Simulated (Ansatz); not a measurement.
In doubt: one-shot GW on d or f shells is unsure (in some of the runs), so the values of those runs are not to be relied on.

Consider Cs2AgBiF6 (Fm-3m).

Symmetry: Fm-3m, No. 225, cubic system. The conventional cell has a = 9.348 Å, b = 9.348 Å, c = 9.348 Å, α = 90.00°, β = 90.00°, γ = 90.00°. Nearest to Cs lie 12 F at 3.31 Å. Nearest to Ag lie 6 F at 2.42 Å. Nearest to Bi lie 6 F at 2.26 Å. Nearest to F lie 1 Bi at 2.26 Å and 1 Ag at 2.42 Å and 4 Cs at 3.31 Å. Farther neighbours and most contacts between anions are not listed.

```xyz
10
Lattice="0.0000 4.6741 4.6741 4.6741 0.0000 4.6741 4.6741 4.6741 0.0000" Properties=species:S:1:pos:R:3 pbc="T T T"
Cs    7.0111    7.0111    7.0111
Cs    2.3370    2.3370    2.3370
Ag    4.6741    4.6741    4.6741
Bi    0.0000    0.0000    0.0000
F     2.2554    4.6741    4.6741
F     4.6741    4.6741    2.2554
F     7.0927    4.6741    4.6741
F     4.6741    2.2554    4.6741
F     4.6741    7.0927    4.6741
F     4.6741    4.6741    7.0927
```

The cell and positions are those that the Materials Project relaxed with its own functionals (PBE, PBE+U or r2SCAN), kept fixed. At the settings of the band run the largest force is still 0.08 eV/Å. Spin-orbit coupling is left out unless a run names it.

Gaps computed with Ansatz 0.2.0 without a self-energy: LDA 2.48 eV, PBEsol 2.57 eV, PBE 2.70 eV, PBE+SOC 2.34 eV, HSE06 4.31 eV and PBE0 5.04 eV. The mean ε∞ by PBE perturbation theory is 2.93.

Q: Estimate the G0W0@PBE gap with 4×4×4 mesh, 1027 empty bands, screening to 170 eV, PAW set soft_1 files.

About 4.78 eV: on its mesh the run moves the gap from 2.70 eV by +2.08 eV. Among the scalar-relativistic levels given, PBE0 is nearest (+0.26 eV). One-shot corrections scale roughly with one over ε∞, here 0.34. Spin-orbit coupling is not in that value; its −0.36 eV at the PBE level would bring it to about 4.43 eV. Bands and cutoff are finite, so the gap is not at the basis limit. The miss can reach some tenths of an eV and take either sign; the mesh is an error of its own. Where an edge is built on 6p states of lead, bismuth or thallium, scalar-relativistic gaps usually stand too wide, by a few tenths to over one eV. A d shell, filled or nearly so, lies near the gap. One-shot GW converges very slowly in bands there, not always from below, and on a semilocal start the gap tends to come out low; starts rich in exact exchange can overshoot instead. The many-body steps are scalar-relativistic: spin-orbit coupling is not in them.

[Paths, hosts, dates, memory and timing lines, banners, echoed tables and standing remarks are left out of the program output.]

[Logs are printed without paths, hosts, clocks, repeated set-up lines and the standing remarks that a program may print on its own settings, such as how far it seeks lower states.]

[Runs of the session that timed out or met a known fault of the program may be left out.]

[Cells called generated may have been cut or substituted from an entry of the Crystallography Open Database or the Materials Project.]

[Hosts, paths, dates, database ids (printed as entryN), source tags and the programs' standing remarks are cut or masked in the printed files.]
